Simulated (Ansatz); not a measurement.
# ZrC (Fm-3m): thermal expansion from first principles, part 3 of 3

Aim: the lattice, expansion, heat capacity and bulk modulus of ZrC as it warms.

Ansatz 0.2.0; DFT PBE, scalar-relativistic, plane waves, PAW.

So far, principal linear expansion coefficients at 298 K (× 1e-6/K): step 6 (the quasi-harmonic study, q-mesh 2×2×2) 6.55. Also isothermal bulk modulus at 298 K (GPa): step 6 213. The relaxed cell has a = 4.709 Å (conventional setting).

The database entry behind the starting cell differs from later determinations by our own check (an axis about 0.7 % long against later determinations), so it need not match the best structure at ambient conditions.

### 7. The quasi-harmonic study, q-mesh 4×4×4

The study relaxes the crystal at several strains, solves the phonons on some of them and minimises the free energy at each temperature (static energy, vibrations, the electrons in a metal, and PV under a set pressure); the q-mesh sets how far the force constants reach.

The input, input.yaml:

```yaml
crystal:
  lattice:
    - [0.0, 2.3543319258, 2.3543319258]
    - [2.3543319258, 0.0, 2.3543319258]
    - [2.3543319258, 2.3543319258, 0.0]
  atoms:
    - { symbol: Zr, position: [0.5, 0.5, 0.5] }
    - { symbol: C, position: [0.0, 0.0, 0.0] }
kpoints:
  mp_grid: { grid: [16, 16, 16] }
hamiltonian:
  xc: pbe
scf:
  occupations: { method: methfessel_paxton, width: 0.2 }
output:
  eigenvalues: true
phonons:
  method: dfpt
  qmesh: [4, 4, 4]
  temperatures: { t_max: 1200.0, t_step: 50 }
  thermal_expansion: {}
```

Run with:

```
ansatz run input.yaml --threads 4 --pin off --max-ram 8192MiB --backend cpu --events-out ev --progress --plain --runs-dir out
```

Numbers of over 12 decimals in the logs are rounded to 6 here.

The program printed:

```text
[...]
Crystal: 2 atoms, lattice volume = 26.100 Å³
Basis set: ecut = 487.2 eV, 609 PW (Γ), exchange–correlation on 48×48×48 points (8 copies of the dense FFT grid, shifted against one another)
Bands: 12, of which v1, the nominal top of the filled ones, is band 8 counted from 1 (7 counted from 0)
Symmetry: 48 space group operations
[...]
k-points: 145 of 4096
[...]
SCF iter   1: F=—  HF=-4436.498716 eV  |F-HF|=—  |Δ(HF+E_count)|=         —  Δρ=1.54e-3  dr2=6.26e-4  ethr=1.77e-3  ⟨swp⟩=5.0  Hψ=8669  notcnv=0
[...]
SCF iter   8: F=-4436.498325 eV  HF=-4436.498325 eV  |F-HF|=1.82e-12  |Δ(HF+E_count)|=  1.73e-11  S|Δr|=    0.00e0  Δρ=7.64e-8  dr2=7.46e-13  ethr=1.00e-12  ⟨swp⟩=5.6  Hψ=6755  notcnv=0
SCF 1 converged in 8 iterations: F = -4436.498325 eV  dr2 = 7.46e-13
[...]
relax step   1: F+E_penalty+E_count = -4436.49832463 eV  Δ(F+E_penalty+E_count) = +0.000e0 eV  max|allowed force component| = 6.738e-30 eV/Å  Δτ_max = 0.0000 Å  (8 SCF iters, accepted)
SCF converged after 8 iterations
[...]
Free energy (F): -4436.498325 eV
[...]
Internal energy: -4436.497949 eV  (E = F + TS)
E sigma→0 (E₀):  -4436.498231 eV
Entropy (-TS):   -0.000376 eV (-0.188 meV/atom)
Fermi energy:    14.770944 eV
[...]
--- Stress (GPa, compression-positive) ---
        0.007723      -0.000000      -0.000000
       -0.000000       0.007723       0.000000
       -0.000000      -0.000000       0.007723
  P = ⅓ Tr σ = 0.0077 GPa (0.077 kbar)
--- Band table (eV; the first three rows and the last of 145) ---
  k-point 0: bands = [... 4 lower, 3.4879, 15.7104, 15.7104, 15.7104, 15.8694, 15.8694, 15.8694, 17.5736]
  k-point 1: bands = [... 4 lower, 3.5764, 14.9714, 15.1698, 15.1698, 16.0817, 16.0817, 16.4038, 18.0847]
  k-point 2: bands = [... 4 lower, 3.8329, 14.0231, 14.3938, 14.3938, 16.3677, 16.3677, 16.8263, 19.1137]
  k-point 144: bands = [... 4 lower, 5.3380, 12.1506, 12.4377, 12.4377, 18.0468, 18.0468, 20.4103, 21.7738]
── thermal expansion: 3 new cells, 3 in all ──
thermal expansion: relaxation of cell 2
thermal expansion: relaxation of cell 3
── thermal expansion: 2 new cells, 5 in all ──
thermal expansion: relaxation of cell 4
thermal expansion: lower-state search of cell 4
thermal expansion: electrons of cell 4
thermal expansion: phonons of cell 4
thermal expansion: relaxation of cell 5
thermal expansion: electrons of cell 1
thermal expansion: electrons of cell 2
thermal expansion: electrons of cell 3
thermal expansion: electrons of cell 5
thermal expansion: phonons of cell 5
── thermal expansion: 5 new cells, 10 in all ──
thermal expansion: relaxation of cell 6
thermal expansion: relaxation of cell 7
thermal expansion: relaxation of cell 8
thermal expansion: relaxation of cell 9
thermal expansion: relaxation of cell 10
thermal expansion: electrons of cell 6
thermal expansion: electrons of cell 7
thermal expansion: electrons of cell 8
thermal expansion: electrons of cell 9
thermal expansion: electrons of cell 10
thermal expansion: phonons of cell 6
thermal expansion: phonons of cell 7
--- Relaxed structure (1 steps of the walk, 1 accepted, 0 SCFs on fresh bases) ---
  F+E_penalty+E_count = -4436.49832463 eV   max|allowed force component| = 6.738e-30 eV/Å
  atoms:
    - { symbol: Zr, position: [0.5, 0.5, 0.5] }
    - { symbol: C, position: [0.0, 0.0, 0.0] }
--- Thermal expansion: 10 cells in 3 rounds, 0 GPa ---
  no lower state was reached at cell 4; its state was not examined: fill_not_monotonic
  without vibrations: a 3.32956, b 3.32956, c 3.32956 Å, V 26.1003 Å³, B 222.05 GPa
  at 0 K: a 3.33600, b 3.33600, c 3.33600 Å, V 26.2519 Å³, B 218.09 GPa
  zero-point expansion: a +0.193, b +0.193, c +0.193, V +0.581 %
[...]
0.00    3.33600    3.33600    3.33600    26.2519 |    0.00    0.00    0.00    0.00 |   10.20 |     0.000     0.000 |   218.09   218.09
   150.00    3.33678    3.33678    3.33678    26.2704 |    3.83    3.83    3.83   11.48 |   15.80 |    22.709    22.641 |   216.78   217.43
   298.15    3.33938    3.33938    3.33938    26.3320 |    6.33    6.33    6.33   18.98 |       - |    38.702    38.339 |   213.42   215.44
   400.00    3.34168    3.34168    3.34168    26.3864 |    7.11    7.11    7.11   21.32 |   20.28 |    43.533    42.924 |   210.78   213.77
   550.00    3.34543    3.34543    3.34543    26.4752 |    7.77    7.77    7.77   23.31 |   21.60 |    47.198    46.213 |   206.67   211.08
   700.00    3.34944    3.34944    3.34944    26.5707 |    8.21    8.21    8.21   24.63 |   22.56 |    49.215    47.840 |   202.40   208.21
   850.00    3.35366    3.35366    3.35366    26.6712 |    8.57    8.57    8.57   25.71 |   23.35 |    50.577    48.790 |   197.97   205.22
  1000.00    3.35806    3.35806    3.35806    26.7763 |    8.90    8.90    8.90   26.71 |   24.04 |    51.652    49.426 |   193.40   202.11
  1150.00    3.36263    3.36263    3.36263    26.8858 |    9.24    9.24    9.24   27.71 |   24.69 |    52.600    49.901 |   188.69   198.89
  1200.00    3.36420    3.36420    3.36420    26.9234 |    9.35    9.35    9.35   28.06 |   24.90 |    52.903    50.038 |   187.08   197.79
[...]
vibrations' free energy: its fit passes through its cells
[...]
free energies summed between the sampled wave vectors
[...]
the FFT grids of the static calculations differ: 24 × 24 × 24, 25 × 25 × 25
```

Run time: 25 min. Hardware: 4 threads of Arm Neoverse V2, shared host; peak memory 3.8 GiB; 1.6 h of CPU time.

Numbers from this step:

| Item | Value |
| --- | --- |
| volume expansion coefficient at 298 K | 18.98 1e-6/K |
| C_P at 298 K | 19.35 J/mol-atom/K |
| entropy at 298 K | 17.48 J/mol-atom/K |
| Grüneisen parameter at 298 K | 1.675 |
| principal linear expansion coefficients at 298 K | 6.325, 6.325, 6.325 1e-6/K |

Strained cells of the study; zero-point energy where phonons were solved; the pressures are stresses at a fixed cutoff and can carry an offset from the finite basis. Expansion cells, by row:

| cell | \|a\| (Å) | \|b\| (Å) | \|c\| (Å) | V (Å³/atom) | E - E_lowest (meV/atom) | pressure, compression positive (GPa) | gap (eV) | zero-point energy (meV/atom) |
| --- | --- | --- | --- | --- | --- | --- | --- | --- |
| 1 | 3.33 | 3.33 | 3.33 | 13.05 | 0 | -0.005 | - | - |
| 2 | 3.356 | 3.356 | 3.356 | 13.37 | 5.068 | -5.062 | - | - |
| 3 | 3.303 | 3.303 | 3.303 | 12.74 | 5.267 | 5.566 | - | - |
| 4 | 3.33 | 3.33 | 3.33 | 13.05 | 0 | -0.056 | - | 68.15 |
| 5 | 3.346 | 3.346 | 3.346 | 13.25 | 2.056 | -3.276 | - | 66.59 |
| 6 | 3.36 | 3.36 | 3.36 | 13.41 | 6.718 | -5.79 | - | 65.31 |
| 7 | 3.376 | 3.376 | 3.376 | 13.6 | 14.9 | -8.422 | - | 63.88 |
| 8 | 3.297 | 3.297 | 3.297 | 12.67 | 8.156 | 6.997 | - | - |
| 9 | 3.313 | 3.313 | 3.313 | 12.86 | 1.992 | 3.366 | - | - |
| 10 | 3.399 | 3.399 | 3.399 | 13.88 | 32.96 | -12.09 | - | - |

Quasi-harmonic; a, b, c are the run's own cell vectors. Expansion, by row:

| T (K) | a (Å) | b (Å) | c (Å) | alpha (deg) | beta (deg) | gamma (deg) | cell volume (Å³/cell) | alpha_a (1e-6/K) | alpha_b (1e-6/K) | alpha_c (1e-6/K) | alpha_V (1e-6/K) | C_P (J/mol-atom/K) | C_V (J/mol-atom/K) | S (J/mol-atom/K) | B_T (GPa) | B_S (GPa) | Grueneisen | extrapolation | fit error (1e-6/K) |
| --- | --- | --- | --- | --- | --- | --- | --- | --- | --- | --- | --- | --- | --- | --- | --- | --- | --- | --- | --- |
| 0 | 3.336 | 3.336 | 3.336 | 60 | 60 | 60 | 26.25 | 0 | 0 | 0 | 0 | 0 | 0 | 0 | 218.1 | 218.1 | - | 0 | 0 |
| 50 | 3.336 | 3.336 | 3.336 | 60 | 60 | 60 | 26.25 | 0.54 | 0.54 | 0.54 | 1.62 | 1.596 | 1.596 | 0.469 | 218 | 218.1 | 1.746 | 0 | 0 |
| 100 | 3.336 | 3.336 | 3.336 | 60 | 60 | 60 | 26.26 | 2.34 | 2.34 | 2.34 | 7.02 | 6.813 | 6.804 | 3.172 | 217.6 | 217.9 | 1.776 | 0 | 0 |
| 150 | 3.337 | 3.337 | 3.337 | 60 | 60 | 60 | 26.27 | 3.83 | 3.83 | 3.83 | 11.48 | 11.35 | 11.32 | 6.823 | 216.8 | 217.4 | 1.738 | 0 | 0 |
| 200 | 3.338 | 3.338 | 3.338 | 60 | 60 | 60 | 26.29 | 4.95 | 4.95 | 4.95 | 14.84 | 14.92 | 14.85 | 10.6 | 215.8 | 216.8 | 1.707 | 0 | 0 |
| 250 | 3.338 | 3.338 | 3.338 | 60 | 60 | 60 | 26.31 | 5.76 | 5.76 | 5.76 | 17.27 | 17.54 | 17.41 | 14.23 | 214.6 | 216.2 | 1.687 | 0 | 0 |
| 298.1 | 3.339 | 3.339 | 3.339 | 60 | 60 | 60 | 26.33 | 6.33 | 6.33 | 6.33 | 18.98 | 19.35 | 19.17 | 17.48 | 213.4 | 215.4 | 1.675 | 0 | 0 |
| 300 | 3.339 | 3.339 | 3.339 | 60 | 60 | 60 | 26.33 | 6.34 | 6.34 | 6.34 | 19.03 | 19.41 | 19.23 | 17.6 | 213.4 | 215.4 | 1.675 | 0 | 0 |
| 350 | 3.341 | 3.341 | 3.341 | 60 | 60 | 60 | 26.36 | 6.78 | 6.78 | 6.78 | 20.33 | 20.77 | 20.52 | 20.7 | 212.1 | 214.6 | 1.668 | 0 | 0 |
| 400 | 3.342 | 3.342 | 3.342 | 60 | 60 | 60 | 26.39 | 7.11 | 7.11 | 7.11 | 21.32 | 21.77 | 21.46 | 23.54 | 210.8 | 213.8 | 1.664 | 0 | 0.01 |
| 450 | 3.343 | 3.343 | 3.343 | 60 | 60 | 60 | 26.42 | 7.37 | 7.37 | 7.37 | 22.11 | 22.53 | 22.16 | 26.15 | 209.4 | 212.9 | 1.662 | 0 | 0.01 |
| 500 | 3.344 | 3.344 | 3.344 | 60 | 60 | 60 | 26.44 | 7.59 | 7.59 | 7.59 | 22.76 | 23.12 | 22.69 | 28.56 | 208.1 | 212 | 1.662 | 0 | 0.01 |
| 550 | 3.345 | 3.345 | 3.345 | 60 | 60 | 60 | 26.48 | 7.77 | 7.77 | 7.77 | 23.31 | 23.6 | 23.11 | 30.78 | 206.7 | 211.1 | 1.662 | 0 | 0.01 |
| 600 | 3.347 | 3.347 | 3.347 | 60 | 60 | 60 | 26.51 | 7.93 | 7.93 | 7.93 | 23.79 | 23.99 | 23.43 | 32.85 | 205.3 | 210.1 | 1.663 | 0 | 0.01 |
| 650 | 3.348 | 3.348 | 3.348 | 60 | 60 | 60 | 26.54 | 8.08 | 8.08 | 8.08 | 24.23 | 24.32 | 23.7 | 34.79 | 203.8 | 209.2 | 1.665 | 0 | 0.01 |
| 700 | 3.349 | 3.349 | 3.349 | 60 | 60 | 60 | 26.57 | 8.21 | 8.21 | 8.21 | 24.63 | 24.61 | 23.92 | 36.6 | 202.4 | 208.2 | 1.667 | 0 | 0.01 |
| 750 | 3.351 | 3.351 | 3.351 | 60 | 60 | 60 | 26.6 | 8.34 | 8.34 | 8.34 | 25.01 | 24.86 | 24.1 | 38.31 | 200.9 | 207.2 | 1.67 | 0 | 0.01 |
| 800 | 3.352 | 3.352 | 3.352 | 60 | 60 | 60 | 26.64 | 8.45 | 8.45 | 8.45 | 25.36 | 25.08 | 24.26 | 39.92 | 199.5 | 206.2 | 1.673 | 0 | 0.01 |
| 850 | 3.354 | 3.354 | 3.354 | 60 | 60 | 60 | 26.67 | 8.57 | 8.57 | 8.57 | 25.71 | 25.29 | 24.39 | 41.45 | 198 | 205.2 | 1.676 | 0 | 0.01 |
| 900 | 3.355 | 3.355 | 3.355 | 60 | 60 | 60 | 26.71 | 8.68 | 8.68 | 8.68 | 26.05 | 25.48 | 24.51 | 42.9 | 196.5 | 204.2 | 1.679 | 0 | 0.01 |
| 950 | 3.357 | 3.357 | 3.357 | 60 | 60 | 60 | 26.74 | 8.79 | 8.79 | 8.79 | 26.38 | 25.66 | 24.62 | 44.28 | 194.9 | 203.2 | 1.682 | 0 | 0.01 |
| 1000 | 3.358 | 3.358 | 3.358 | 60 | 60 | 60 | 26.78 | 8.9 | 8.9 | 8.9 | 26.71 | 25.83 | 24.71 | 45.6 | 193.4 | 202.1 | 1.685 | 0 | 0.01 |
| 1050 | 3.36 | 3.36 | 3.36 | 60 | 60 | 60 | 26.81 | 9.01 | 9.01 | 9.01 | 27.04 | 25.99 | 24.8 | 46.86 | 191.8 | 201.1 | 1.689 | 0 | 0.01 |
| 1100 | 3.361 | 3.361 | 3.361 | 60 | 60 | 60 | 26.85 | 9.13 | 9.13 | 9.13 | 27.38 | 26.15 | 24.88 | 48.08 | 190.3 | 200 | 1.693 | 0 | 0.01 |
| 1150 | 3.363 | 3.363 | 3.363 | 60 | 60 | 60 | 26.89 | 9.24 | 9.24 | 9.24 | 27.71 | 26.3 | 24.95 | 49.24 | 188.7 | 198.9 | 1.697 | 0 | 0.01 |
| 1200 | 3.364 | 3.364 | 3.364 | 60 | 60 | 60 | 26.92 | 9.35 | 9.35 | 9.35 | 28.06 | 26.45 | 25.02 | 50.37 | 187.1 | 197.8 | 1.701 | 0 | 0.02 |

Expansion coefficient against temperature; values in 1e-6/K:

| temperature (K) | volume | principal 1 |
| --- | --- | --- |
| 0 | 0 | 0 |
| 50 | 1.62 | 0.54 |
| 100 | 7.02 | 2.34 |
| 200 | 14.8 | 4.95 |
| 250 | 17.3 | 5.76 |
| 298 | 19.0 | 6.33 |
| 300 | 19.0 | 6.34 |
| 350 | 20.3 | 6.78 |
| 450 | 22.1 | 7.37 |
| 500 | 22.8 | 7.59 |
| 550 | 23.3 | 7.77 |
| 600 | 23.8 | 7.93 |
| 650 | 24.2 | 8.08 |
| 700 | 24.6 | 8.21 |
| 800 | 25.4 | 8.45 |
| 850 | 25.7 | 8.57 |
| 900 | 26.1 | 8.68 |
| 950 | 26.4 | 8.79 |
| 1000 | 26.7 | 8.9 |
| 1100 | 27.4 | 9.13 |
| 1150 | 27.7 | 9.24 |
| 1200 | 28.1 | 9.35 |

Changing the q-mesh (2×2×2 → 4×4×4) takes the volume expansion at 298 K from 19.7 to 19.0 × 10⁻⁶/K and B_T from 213 to 213 GPa.

### 8. Outcome

```yaml
settings_of_these_figures: PBE, 487.2 eV, k 16×16×16, q 4×4×4
volume_expansion_coefficient_at_298_k: 18.98 1e-6/K
c_p_at_298_k: 19.35 J/mol-atom/K
entropy_at_298_k: 17.48 J/mol-atom/K
isothermal_bulk_modulus_at_298_k: 213.4 GPa
grueneisen_parameter_at_298_k: 1.675
volume_at_298_k: 13.17 Å³/atom
principal_linear_expansion_coefficients_at_298_k: 6.325, 6.325, 6.325 1e-6/K
```

In words: Near room temperature ZrC expands by 19.0 × 10⁻⁶/K in volume by PBE, with C_P = 19.4 J/(mol K) per mole of atoms and B_T = 213 GPa. C_P at room temperature is 78 % of the classical 3R an atom, so the stiffest modes are still partly frozen out. In this metal the study includes the electrons' free energy, which adds a term that grows with temperature, so the heat capacities need not level off at 3R. Changing the q-mesh moves the volume expansion at 298 K between 19.0 and 19.7 × 10⁻⁶/K, while the CPU time spans a factor of 5.9.

[Logs are printed without paths, hosts, clocks, repeated set-up lines and the standing remarks that a program may print on its own settings, such as how far it seeks lower states.]

[Hosts, paths, dates, database ids (printed as entryN), source tags and the programs' standing remarks are cut or masked in the printed files.]

[A step with changed settings may run another functional than the one named; its input shows which.]
